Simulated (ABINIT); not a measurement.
# GaBiSe3 (Pm-3m): zone-centre phonons, part 2 of 4

Aim: the zone-centre modes of GaBiSe3 (Pm-3m).

ABINIT 10.8.3; DFT LDA, scalar-relativistic, plane waves, HGH norm-conserving pseudopotentials.

So far. Step 5 (Relaxing the cell and atoms): The volume changes by +0.5 % in this run and stands -14.8 % from the first cell. Step 6 (Ground state): The cell stands at -1.1 GPa: the relaxation ran with a smoothed and higher cutoff, and the difference is a stress of the finite basis. The relaxed cell has a = 4.832 Å (conventional setting).

The structure was built from a prototype and need not be the compound's stable phase.

## 7. Linear response at Γ

At q = 0 one unit cell holds all displacements. The response is solved for single atoms along the cell's directions, and symmetry skips those that follow from others. The crystal is treated as a metal, which screens a static field, so no field response is asked.

Input file dfpt_gamma.abi:

```

# common to the responses
getwfk_filepath "gso_WFK"
kptopt 2
nqpt 1
qpt 0.0 0.0 0.0
asr 0
chneut 0

# displacements
rfphon 1
rfatpol 1 5
rfdir 1 1 1
tolvrs 1.0d-10
prtwf 0

# basis, mesh and filling
ecut 20.0
ixc 7
ngkpt 6 6 6
nshiftk 1
shiftk 0.0 0.0 0.0
istwfk *1
occopt 7
tsmear 0.01
nband 20
nstep 100
diemac 1000000.0
prtebands 0
prtgsr 0

# cell and atoms
acell 9.131156156 9.131156156 9.131156156
rprim 
    1.0 0.0 0.0
    0.0 1.0 0.0
    0.0 0.0 1.0
ntypat 3
znucl 83 31 34
natom 5
typat 1 2 3 3 3
xred 
    0.0 0.0 0.0
    0.5 0.5 0.5
    0.5 0.5 0.0
    0.5 0.0 0.5
    0.0 0.5 0.5
pp_dirpath "./pseudo"
pseudos "Bi.hgh, Ga.hgh, Se.hgh"
```

The run is started by

```sh
$ OMP_NUM_THREADS=1 mpirun -n 4 abinit dfpt_gamma.abi > dfpt_gamma.log
```

Numbers of over 12 decimals in the logs are rounded to 6 here.

dfpt_gamma.abo, the main output file:

```text
[banners, grids, parts of the stress and lines that vanish by symmetry left out]
- input  file    -> dfpt_gamma.abi
- output file    -> dfpt_gamma.abo
- root for input  files -> dfpt_gammai
- root for output files -> dfpt_gammao

 Symmetries : space group Pm -3 m (#221); Bravais cP (primitive cubic)
================================================================================
 Values of the parameters that define the memory need of the present run (RF).
     intxc =       0      iscf =       7    lmnmax =       6     lnmax =       6
     mgfft =      40  mpssoang =       3    mqgrid =    3001     natom =       5
  nloc_mem =       1    nspden =       1   nspinor =       1    nsppol =       1
      nsym =      48    n1xccc =       0    ntypat =       3    occopt =       7
   xclevel =       1
-    mband =          20        mffmem =           1         mkmem =          28
-   mkqmem =          28        mk1mem =          28           mpw =        3272
      nfft =       64000          nkpt =         112
- my_mband =          20
================================================================================
================================================================================

--------------------------------------------------------------------------------
------------- Echo of variables that govern the present computation ------------
--------------------------------------------------------------------------------
-
- outvars: echo of selected default values
-   iomode0 =  0 , fftalg0 =312 , wfoptalg0 =  0
-
- outvars: echo of global parameters not present in the input file
-  max_nthreads =    1
-
 -outvars: echo values of preprocessed input variables
 [... echo left out ...]
================================================================================

 chkinp: Checking input parameters for consistency.

[...]
== DATASET  1 ==================================================================
-   mpi_nproc: 4, omp_nthreads: 1 (-1 if OMP is not activated)

--- !DatasetInfo
iteration_state: {dtset: 1, }
dimensions: {natom: 5, nkpt: 112, mband: 20, nsppol: 1, nspinor: 1, nspden: 1, mpw: 3272, }
cutoff_energies: {ecut:  20.0, pawecutdg:  -1.0, }
electrons: {nelect:   2.60000000E+01, charge:   0.00000000E+00, occopt:   7.00000000E+00, tsmear:   1.00000000E-02, }
meta: {optdriver: 1, rfphon: 1, }
...

 mkfilename: getwfk from: gso_WFK

 Exchange-correlation functional for the present dataset will be:
  LDA: Perdew-Wang 92 LSD fit to Ceperley-Alder data - ixc=7
 Citation for XC functional:
  J.P.Perdew and Y.Wang, PRB 45, 13244 (1992)

 Real(R)+Recip(G) space primitive vectors, cartesian coordinates (Bohr,Bohr^-1):
 R(1)=  9.1311562  0.0000000  0.0000000  G(1)=  0.1095152  0.0000000  0.0000000
 R(2)=  0.0000000  9.1311562  0.0000000  G(2)=  0.0000000  0.1095152  0.0000000
 R(3)=  0.0000000  0.0000000  9.1311562  G(3)=  0.0000000  0.0000000  0.1095152
 Unit cell volume ucvol=  7.6133765E+02 bohr^3
 Angles (23,13,12)=  9.00000000E+01  9.00000000E+01  9.00000000E+01 degrees
 setup1 : take into account q-point for computing boxcut.

 getcut: wavevector=  0.0000  0.0000  0.0000  ngfft=  40  40  40
         ecut(hartree)=     20.000   => boxcut(ratio)=   2.17598

--- Pseudopotential description ------------------------------------------------
- pspini: atom type   1  psp file is ./pseudo/Bi.hgh

- pspini: atom type   2  psp file is ./pseudo/Ga.hgh

- pspini: atom type   3  psp file is ./pseudo/Se.hgh

   1.82318639E+03                                ecore*ucvol(ha*bohr**3)
--------------------------------------------------------------------------------

 ==>  initialize data related to q vector <==

 The list of irreducible perturbations for this q vector is:
    1)    idir= 1    ipert=   1
    2)    idir= 1    ipert=   2
    3)    idir= 1    ipert=   3
    4)    idir= 3    ipert=   3

[...]
The perturbation idir=   2  ipert=   1 is
 symmetric of a previously calculated perturbation.
 So, its SCF calculation is not needed.

 The perturbation idir=   3  ipert=   1 is
 symmetric of a previously calculated perturbation.
 So, its SCF calculation is not needed.

 The perturbation idir=   2  ipert=   2 is
 symmetric of a previously calculated perturbation.
 So, its SCF calculation is not needed.

 The perturbation idir=   3  ipert=   2 is
 symmetric of a previously calculated perturbation.
 So, its SCF calculation is not needed.

[...]
The perturbation idir=   2  ipert=   5 is
 symmetric of a previously calculated perturbation.
 So, its SCF calculation is not needed.

 The perturbation idir=   3  ipert=   5 is
 symmetric of a previously calculated perturbation.
 So, its SCF calculation is not needed.

--------------------------------------------------------------------------------
 Perturbation wavevector (in red.coord.)   0.000000  0.000000  0.000000
 Perturbation : displacement of atom   1   along direction   1
 Found     8 symmetries that leave the perturbation invariant.

[...]
dfpt_looppert : total number of electrons, from k and k+q
  fully or partially occupied states are    2.600000E+01 and    2.600000E+01.
 Initialisation of the first-order wave-functions :
  ireadwf=   0

--- !BeginCycle
iteration_state: {dtset: 1, }
solver: {iscf: 7, nstep: 100, nline: 4, wfoptalg: 0, }
tolerances: {tolvrs: 1.00E-10, }
...

     iter   2DEtotal(Ha)        deltaE(Ha) residm    vres2
-ETOT  1   59.815482030938     -9.121E+01 8.702E-01 1.859E+05
 ETOT  2  -1.857871     -6.167E+01 1.537E-01 1.604E+03
 ETOT  3  -2.538519     -6.806E-01 3.587E-02 2.484E+02
 ETOT  4  -2.615776     -7.726E-02 3.053E-03 1.267E+00
 ETOT  5  -2.616182     -4.056E-04 6.158E-04 7.149E-04
[...]
At SCF step   11       vres2   =  4.40E-11 < tolvrs=  1.00E-10 =>converged.
[...]
Mean square residual over all n,k,spin=   11.057E-12; max=  24.477E-10

 Thirteen components of 2nd-order total energy (hartree) are
 1,2,3: 0th-order hamiltonian combined with 1st-order wavefunctions
     kin0=   1.25452502E+02 eigvalue=   3.74251778E+00  local=  -2.54236468E+01
 4,5,6: 1st-order hamiltonian combined with 1st and 0th-order wfs
 loc psp =  -1.80237462E+02  Hartree=   3.21703115E+01     xc=  -1.45834274E+01
 note that "loc psp" includes a xc core correction that could be resolved
 7,8,9: eventually, occupation + non-local contributions
    edocc=   1.41051248E+01     enl0=   1.81778075E+01   enl1=  -1.27044917E+02
 1-9 gives the relaxation energy (to be shifted if some occ is /=2.0)
   erelax=  -1.53641189E+02
 10,11,12 Non-relaxation  contributions : frozen-wavefunctions and Ewald
 fr.local=   4.04707904E+01 fr.nonlo=   6.23869349E+01  Ewald=   4.81672818E+01
 13,14 Frozen wf xc core corrections (1) and (2)
 frxc 1  =   0.00000000E+00  frxc 2 =   0.00000000E+00
 Resulting in :
 2DEtotal=   -0.2616182388E+01 Ha. Also 2DEtotal=   -0.711899494563E+02 eV
    (2DErelax=   -1.5364118948E+02 Ha. 2DEnonrelax=    1.5102500709E+02 Ha)
    (  non-var. 2DEtotal :   -2.6161823825E+00 Ha)

[...]
Perturbation wavevector (in red.coord.)   0.000000  0.000000  0.000000
 Perturbation : displacement of atom   2   along direction   1
 Found     8 symmetries that leave the perturbation invariant.

[...]
dfpt_looppert : total number of electrons, from k and k+q
  fully or partially occupied states are    2.600000E+01 and    2.600000E+01.
 Initialisation of the first-order wave-functions :
  ireadwf=   0

--- !BeginCycle
iteration_state: {dtset: 1, }
solver: {iscf: 7, nstep: 100, nline: 4, wfoptalg: 0, }
tolerances: {tolvrs: 1.00E-10, }
...

     iter   2DEtotal(Ha)        deltaE(Ha) residm    vres2
-ETOT  1   49.948877628073     -2.321E+01 5.185E-01 1.220E+05
[...]
At SCF step   11       vres2   =  1.52E-11 < tolvrs=  1.00E-10 =>converged.
[...]
Mean square residual over all n,k,spin=   35.203E-13; max=  13.425E-10

 Thirteen components of 2nd-order total energy (hartree) are
 1,2,3: 0th-order hamiltonian combined with 1st-order wavefunctions
     kin0=   6.64793833E+01 eigvalue=   1.03431487E+00  local=  -2.98514620E+01
 4,5,6: 1st-order hamiltonian combined with 1st and 0th-order wfs
 loc psp =  -3.65638758E+01  Hartree=   1.69603192E+01     xc=  -5.98010022E+00
 note that "loc psp" includes a xc core correction that could be resolved
 7,8,9: eventually, occupation + non-local contributions
    edocc=   5.63604081E+00     enl0=   1.52845445E+01   enl1=  -1.02562205E+02
 1-9 gives the relaxation energy (to be shifted if some occ is /=2.0)
   erelax=  -6.95630401E+01
 10,11,12 Non-relaxation  contributions : frozen-wavefunctions and Ewald
 fr.local=  -1.78249634E+01 fr.nonlo=   5.93354430E+01  Ewald=   3.16527852E+01
 13,14 Frozen wf xc core corrections (1) and (2)
 frxc 1  =   0.00000000E+00  frxc 2 =   0.00000000E+00
 Resulting in :
 2DEtotal=    0.3600224646E+01 Ha. Also 2DEtotal=    0.979671034095E+02 eV
    (2DErelax=   -6.9563040065E+01 Ha. 2DEnonrelax=    7.3163264711E+01 Ha)
    (  non-var. 2DEtotal :    3.6002244694E+00 Ha)

[...]
Perturbation wavevector (in red.coord.)   0.000000  0.000000  0.000000
 Perturbation : displacement of atom   3   along direction   1
 Found     4 symmetries that leave the perturbation invariant.

[...]
dfpt_looppert : total number of electrons, from k and k+q
  fully or partially occupied states are    2.600000E+01 and    2.600000E+01.
 Initialisation of the first-order wave-functions :
  ireadwf=   0

--- !BeginCycle
iteration_state: {dtset: 1, }
solver: {iscf: 7, nstep: 100, nline: 4, wfoptalg: 0, }
tolerances: {tolvrs: 1.00E-10, }
...

     iter   2DEtotal(Ha)        deltaE(Ha) residm    vres2
-ETOT  1   261.10554451188     -2.238E+02 1.437E+00 6.737E+05
[...]
At SCF step   11       vres2   =  9.71E-11 < tolvrs=  1.00E-10 =>converged.
[...]
Mean square residual over all n,k,spin=   36.008E-12; max=  10.255E-09

 Thirteen components of 2nd-order total energy (hartree) are
 1,2,3: 0th-order hamiltonian combined with 1st-order wavefunctions
     kin0=   4.78411069E+02 eigvalue=   6.60951454E-01  local=  -2.78291722E+02
 4,5,6: 1st-order hamiltonian combined with 1st and 0th-order wfs
 loc psp =  -2.41061659E+02  Hartree=   1.24808833E+02     xc=  -4.41085362E+01
 note that "loc psp" includes a xc core correction that could be resolved
 7,8,9: eventually, occupation + non-local contributions
    edocc=   1.94211891E+01     enl0=   1.85615904E+02   enl1=  -7.31973716E+02
 1-9 gives the relaxation energy (to be shifted if some occ is /=2.0)
   erelax=  -4.86517686E+02
 10,11,12 Non-relaxation  contributions : frozen-wavefunctions and Ewald
 fr.local=   9.46984885E+01 fr.nonlo=   3.67624302E+02  Ewald=   2.25506233E+01
 13,14 Frozen wf xc core corrections (1) and (2)
 frxc 1  =   0.00000000E+00  frxc 2 =   0.00000000E+00
 Resulting in :
 2DEtotal=   -0.1644271942E+01 Ha. Also 2DEtotal=   -0.447429188944E+02 eV
    (2DErelax=   -4.8651768593E+02 Ha. 2DEnonrelax=    4.8487341398E+02 Ha)
    (  non-var. 2DEtotal :   -1.6442732967E+00 Ha)

[...]
Perturbation wavevector (in red.coord.)   0.000000  0.000000  0.000000
 Perturbation : displacement of atom   3   along direction   3
 Found     8 symmetries that leave the perturbation invariant.

--------------------------------------------------------------------------------

--------------------------------------------------------------------------------

 dfpt_looppert : total number of electrons, from k and k+q
  fully or partially occupied states are    2.600000E+01 and    2.600000E+01.
 Initialisation of the first-order wave-functions :
  ireadwf=   0

--- !BeginCycle
iteration_state: {dtset: 1, }
solver: {iscf: 7, nstep: 100, nline: 4, wfoptalg: 0, }
tolerances: {tolvrs: 1.00E-10, }
...

     iter   2DEtotal(Ha)        deltaE(Ha) residm    vres2
-ETOT  1   325.52702814993     -1.776E+02 1.042E+00 7.941E+05
[...]
ETOT 10   9.146190     -2.464E-10 2.036E-08 5.277E-08
 ETOT 11   9.146190     -2.706E-11 5.681E-09 5.737E-11

 At SCF step   11       vres2   =  5.74E-11 < tolvrs=  1.00E-10 =>converged.
[...]
Mean square residual over all n,k,spin=   15.601E-12; max=  56.814E-10

 Thirteen components of 2nd-order total energy (hartree) are
 1,2,3: 0th-order hamiltonian combined with 1st-order wavefunctions
     kin0=   4.65441678E+02 eigvalue=   4.70914455E+00  local=  -2.62661378E+02
 4,5,6: 1st-order hamiltonian combined with 1st and 0th-order wfs
 loc psp =  -2.32173551E+02  Hartree=   1.30611314E+02     xc=  -4.33653618E+01
 note that "loc psp" includes a xc core correction that could be resolved
 7,8,9: eventually, occupation + non-local contributions
    edocc=   3.01735681E+01     enl0=   1.69103213E+02   enl1=  -7.55850801E+02
 1-9 gives the relaxation energy (to be shifted if some occ is /=2.0)
   erelax=  -4.94012175E+02
 10,11,12 Non-relaxation  contributions : frozen-wavefunctions and Ewald
 fr.local=   6.21512151E+00 fr.nonlo=   3.76899524E+02  Ewald=   1.20043719E+02
 13,14 Frozen wf xc core corrections (1) and (2)
 frxc 1  =   0.00000000E+00  frxc 2 =   0.00000000E+00
 Resulting in :
 2DEtotal=    0.9146189669E+01 Ha. Also 2DEtotal=    0.248880499774E+03 eV
    (2DErelax=   -4.9401217517E+02 Ha. 2DEnonrelax=    5.0315836484E+02 Ha)
    (  non-var. 2DEtotal :    9.1461887252E+00 Ha)

[...]
---- first-order wavefunction calculations are completed ----

 ==> Compute Derivative Database <==

 [... matrices left out ...]
  Phonon wavevector (reduced coordinates) :  0.00000  0.00000  0.00000
 Phonon energies in Hartree :
  -4.704910E-04 -4.704910E-04 -4.704910E-04 -4.280948E-04 -4.280948E-04
  -4.280948E-04 -3.597248E-05 -3.597248E-05 -3.597248E-05  1.373677E-05
   1.373677E-05  1.373677E-05  1.072938E-03  1.072938E-03  1.072938E-03
 Phonon frequencies in cm-1    :
- -1.032608E+02 -1.032608E+02 -1.032608E+02 -9.395596E+01 -9.395596E+01
- -9.395596E+01 -7.895046E+00 -7.895046E+00 -7.895046E+00  3.014873E+00
-  3.014873E+00  3.014873E+00  2.354827E+02  2.354827E+02  2.354827E+02

== END DATASET(S) ==============================================================
================================================================================

 -outvars: echo values of variables after computation
            acell      9.1311561560E+00  9.1311561560E+00  9.1311561560E+00 Bohr
           etotal      9.1461896694E+00
            fcart      0.0000000000E+00  0.0000000000E+00  0.0000000000E+00
           strten      0.0000000000E+00  0.0000000000E+00  0.0000000000E+00
================================================================================
```

Run time: 97 s. Hardware: 4 MPI ranks of Arm Neoverse V2, shared host; 6.5 min of CPU time.

Read from the output:

```yaml
largest_acoustic_frequency_at_the_zone_centre_before_the_sum_rule: 3.01 cm⁻¹
highest_optical_zone_centre_mode_no_lo_to_term: 235.5 cm⁻¹
lowest_optical_zone_centre_mode: -103.3 cm⁻¹
```

The acoustic modes at Γ come out as far as 3.0 cm⁻¹ from zero, where they should vanish, a small numerical error. The lowest optical mode is imaginary, 103i cm⁻¹, an instability at this level and on this k mesh.

[end of part 2 of 4]

[Host names and launcher messages were left out of these logs when they were recorded.]

[Logs are printed without paths, hosts, clocks, repeated set-up lines and the standing remarks that a program may print on its own settings, such as how far it seeks lower states.]

[Hosts, paths, dates, database ids (printed as entryN), source tags and the programs' standing remarks are cut or masked in the printed files.]
